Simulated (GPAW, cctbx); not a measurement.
# Bonding in BeCd3 as X-rays see it

Question: by how much does bonding change the X-ray structure factors of BeCd3, how firmly does DFT give the change, and what does a routine refinement make of it?

The start was made by putting kin elements into a known structure type; the compound need not exist, or be stable, in this form. All numbers below are calculated.

**1. Relax the structure**

The density hangs on the geometry, so cell and atoms are relaxed first, with the symmetry held. The cutoff is set higher than for the density because stress converges slowly with plane waves.

Settings: GPAW 26.7.0, PBE, 570 eV, 5×5×5 k-points, Fermi–Dirac width 0.1 eV, BFGS to 0.03 eV/Å.

```text
cell
1.0
     0.000000000    3.447500000    3.447500000
     3.447500000    0.000000000    3.447500000
     3.447500000    3.447500000    0.000000000
Cd Be
3 1
Direct
0.500000000 0.500000000 0.500000000
0.750000000 0.750000000 0.750000000
0.250000000 0.250000000 0.250000000
0.000000000 0.000000000 0.000000000
```

```console
$ OMP_NUM_THREADS=1 mpirun -n 4 gpaw python run.py > gpaw.log
```

```text
BFGS:    0       -4.865707        0.379707
BFGS:    1       -4.871503        0.355361
BFGS:    2       -4.907500        0.046573
BFGS:    3       -4.908313        0.002789
cell  4.7844 4.7844 4.7844  60.00 60.00 60.00
volume 77.442 A^3, largest force 0.000 eV/A, largest stress 0.02 GPa
```

After 3 steps the volume has changed by -5.5 % and the energy by -0.043 eV; the largest stress left is 0.02 GPa. It took 17 s on 4 cores of Intel(R) Xeon(R) Platinum 8488C (Sapphire Rapids) (shared host), peak memory 0.76 GiB.

Relaxed structure: Fm-3m (no. 225), a = 6.7662 Å, b = 6.7662 Å, c = 6.7662 Å, α = 90.00°, β = 90.00°, γ = 90.00°.

```
atom  mult.    x    y    z
 Cd1      4  1/2    0    0
 Cd2      8  1/4  1/4  3/4
 Be1      4    0    0    0
```

**2. Density and charge transfer**

X-rays see the whole electron density, so the PAW density is rebuilt with its core regions. Subtracting spherical free atoms from the same code cancels the cores and leaves the deformation density Δρ, the part due to bonding.

Settings: PBE, 450 eV, 6×6×6 k-points, Fermi–Dirac width 0.1 eV; primitive cell of 4 atoms.

```console
$ OMP_NUM_THREADS=1 mpirun -n 4 gpaw python run.py > gpaw.log
```

```text
|iter:   1|       0s |   -5.201211 | -0.63 |       |
|iter:   2|       1s |   -5.106217 | -2.48 | -1.32 |
|iter:   3|       1s |   -4.807102 | -1.71 | -1.36 |
...
|iter:   6|       2s |   -4.804024c| -5.85 | -3.60 |
|iter:   7|       2s |   -4.804028c| -7.11 | -4.00 |
|iter:   8|       3s |   -4.804029c| -8.02c| -4.55c|
```

```text
grid (48, 48, 48)  electrons 148.000  moved by bonding 0.654 e
deformation density beyond 0.5 A of the nuclei: max 0.020, min -0.060 e/A^3
atom        x       y       z   Voronoi charge  moment
Cd1    0.5000  0.5000  0.5000      0.054       0.00
Cd2    0.7500  0.7500  0.7500      0.063       0.00
Cd3    0.2500  0.2500  0.2500      0.063       0.00
Be4    0.0000  0.0000  0.0000     -0.180       0.00
mean inner potential of superposed free atoms 18.386 V
total magnetic moment 0.000 muB
```

Deformation density in a plane through the shortest contact of the Cd atom at the origin, in 0.01 e/Å³ (clipped at ±99); x from -1.6 to 4.5 Å, y from 2.4 down to -2.4 Å:

```text
 -4   .   .  -4  -2   1   1  -1   3   .  -1   0   2   0  -6   3
 -4  -5  -5  -4   0   2   1   0  -1  -1  -1   1   2   1  -2  -5
  0  -1   0   1   1   2   2   1   1   1   1   2   2   1   1  -1
  2   2   1   1   0   0   1   2   2   1   0   0   0   1   1   2
  1   1  -1  -5  -6  -5  -1   1   1  -1  -5  -6  -5  -2   1   2
  1   0  -5  -1   .  -1  -4   1   1  -4  -2   .   1  -5   0   2
  1   0  -5   .   .   .  -5   1   1  -5   .   .   .  -6   0   1
  1   0  -5   1   .  -2  -4   1   1  -4   0   .  -1  -5   0   2
  2   1  -2  -5  -6  -5   0   1   1  -1  -5  -5  -5  -1   1   2
  2   2   1   0   0   1   1   2   2   1   0   0   1   1   2   2
  1   1   2   2   1   1   0  -1   0   1   2   1   1   0  -1   0
 -1   0   2   2   0  -4  -5  -5  -3   0   2   0  -4  -6  -5  -4
  1  -1   1   1  -3  -3   .   4  -5   0   1  -2  -4   .   .  -4
```

Atoms in or within 0.15 Å of the plane: Cd (0.0, 0.0), Cd (2.9, 0.0) Å. Dots mark points within about 0.45 Å of a nucleus; large values next to them are atomic features.

Be gains most (-0.18 e) and Cd loses most (+0.06 e), in averages over each element's sites, which isn't the order of electronegativity: valence and coordination count too, and Voronoi cells cut space at the midplane whatever the atoms' sizes. Along the shortest contact from the Cd atom at the map's origin, Cd–Cd at 2.93 Å, Δρ is +0.01 e/Å³ at the midpoint: little piles up between the atoms. At the midpoints of other shortest contacts it is +0.01 (Cd–Be, 2.93 Å) e/Å³. Point values carry grid noise of about 0.01 e/Å³. The run needed 8 iterations, 8.1 s.

**3. From the density to structure factors**

The Fourier components of Δρ, added to those of the free atoms, give the static X-ray structure factors; the Mott–Bethe relation turns them into the Fourier components V of the potential that fast electrons feel.

```text
static structure factors of the conventional cell: F in electrons, V (Mott-Bethe) in volts
   h  k  l      d  |F| table  |F| free   |F| DFT   change   |V| free  |V| DFT  change %
   1  1  1  3.9065   162.057   162.067   161.526   -0.540     3.146    3.268      3.9
   0  2  0  3.3831   158.278   158.216   157.734   -0.482     3.012    3.093      2.7
   0  2  2  2.3922   468.764   468.202   466.971   -1.231    10.483   10.587      1.0
   1  3  1  2.0401   137.763   137.521   137.482   -0.039     2.370    2.372      0.1
   2  2  2  1.9532   135.426   135.192   135.226    0.034     2.304    2.302     -0.1
   0  4  0  1.6916   408.621   408.006   408.153    0.146     7.790    7.784     -0.1
   1  3  3  1.5523   121.822   121.694   121.851    0.156     1.936    1.931     -0.3
   0  4  2  1.5130   120.199   120.088   120.221    0.134     1.894    1.889     -0.2
   2  4  2  1.3811   368.277   368.009   368.633    0.624     6.322    6.305     -0.3
   3  3  3  1.3022   110.482   110.484   110.596    0.112     1.644    1.641     -0.2
   1  5  1  1.3022   110.482   110.484   110.609    0.125     1.644    1.641     -0.2
   0  4  4  1.1961   338.682   338.793   339.303    0.510     5.360    5.349     -0.2
   1  5  3  1.1437   102.037   102.150   102.260    0.110     1.429    1.427     -0.1
   2  4  4  1.1277   101.134   101.258   101.352    0.094     1.406    1.405     -0.1
```

The largest X-ray change is -1.23 e on 022, 0.3 % of |F|. For electrons V goes as (Z − F)/g², so a change of F counts against Z − F, which is small at low angle and wherever the atoms' terms cancel: |V| of 111 moves by +3.9 % (3.15 to 3.27 V) against -0.3 % in |F|. The last three rows still change by up to 0.51 e, so the effect has not died out in this range. The tabulated Hartree–Fock atoms differ from the free DFT atoms by up to 0.62 e, so the choice of reference atom matters too.

**4. Convergence**

Cutoff and k-mesh: one is changed at a time, to find what the result needs.

| run | ΔF 022 (e) | ΔF 242 (e) | ΔF 111 (e) | q(Be) (e) | moved (e) | time |
| --- | --- | --- | --- | --- | --- | --- |
| 450 eV 6×6×6 | -1.231 | +0.624 | -0.540 | -0.180 | 0.654 | 8.1 s |
| 250 eV 6×6×6 | -1.294 | +0.775 | -0.549 | -0.179 | 0.767 | 6.2 s |
| 350 eV 6×6×6 | -1.259 | +0.653 | -0.546 | -0.169 | 0.670 | 6.5 s |
| 750 eV 6×6×6 | -1.228 | +0.622 | -0.540 | -0.180 | 0.652 | 12 s |
| 450 eV 2×2×2 | -1.030 | +0.625 | -0.833 | -0.266 | 0.635 | 6.6 s |
| 450 eV 3×3×3 | -1.164 | +0.575 | -0.505 | -0.163 | 0.609 | 6.6 s |

Within 0.02 e of the base on all three: 750 eV 6×6×6. The largest error, 0.293 e, comes with 450 eV 2×2×2. The moved charge is off by up to 17 % among these runs. Times are from shared hosts.

**5. What a spherical-atom refinement makes of it**

Routine crystallography fits spherical atoms. To see the bias, intensities are simulated from tabulated atoms plus the DFT change ΔF, so that bonding alone can misfit (5028 reflections of the full sphere, merged to the counts below, to 0.4 Å, 0.5 % proportional noise plus counting noise, assumed isotropic U as listed, Δρ smeared by the mean U) and refined with cctbx over different ranges.

| range | data | R1 | GooF | U Cd1 (true 0.0076) | U Cd2 (true 0.0076) | U Be1 (true 0.0151) | largest shift (Å) | Δρ max, min (e/Å³) |
| --- | --- | --- | --- | --- | --- | --- | --- | --- |
| all data | 165 | 0.0021 | 0.91 | 0.0076 | 0.0076 | 0.0152 | 0.0000 | 0.14, -0.19 |
| low resolution, d > 0.84 | 26 | 0.0015 | 1.03 | 0.0075 | 0.0075 | 0.0142 | 0.0000 | 0.07, -0.06 |
| high order, d < 0.75 | 130 | 0.0024 | 0.85 | 0.0076 | 0.0076 | 0.0153 | 0.0000 | 0.15, -0.16 |
| occupancies free, d > 0.7 | 40 | 0.0015 | 1.04 | 0.0076 | 0.0076 | 0.0162 | 0.0000 | 0.06, -0.10 |

With all data GooF is 0.91, so at this noise the bonding hardly shows; the top residual peak, near noise level, lies 0.44 Å from Cd and 2.70 Å from Be. No U is off by more than 3 s.u. at low resolution. Symmetry fixes every coordinate, so the shifts are zero by construction. With Cd1 held at 1 and the scale free, the other occupancies refine to Cd2 1.001(0.001) and Be1 1.025(0.017), within three s.u. of full.

**6. Answer**

Bonding moves 0.65 e in the primitive cell of BeCd3 and changes the structure factors of the conventional cell in the table above by at most 1.23 e (022, 0.3 %), and among reflections above 2 % of the strongest by up to 0.3 % (111). The shortest bond, Cd–Cd, has Δρ = +0.01 e/Å³ at its midpoint. Within 0.02 e of the base on all three: 750 eV 6×6×6. The largest error, 0.293 e, comes with 450 eV 2×2×2. The moved charge is off by up to 17 % among these runs. With all data GooF is 0.91, so at this noise the bonding hardly shows. Limits: static density, frozen cores, no spin–orbit coupling.

[Outputs are excerpts: Python notices, other lines and further rows are left out; steps that failed or that the build refused (PBEsol, TPSS) are not shown.]

[Logs are printed without paths, hosts, clocks, repeated set-up lines and the standing remarks that a program may print on its own settings, such as how far it seeks lower states.]
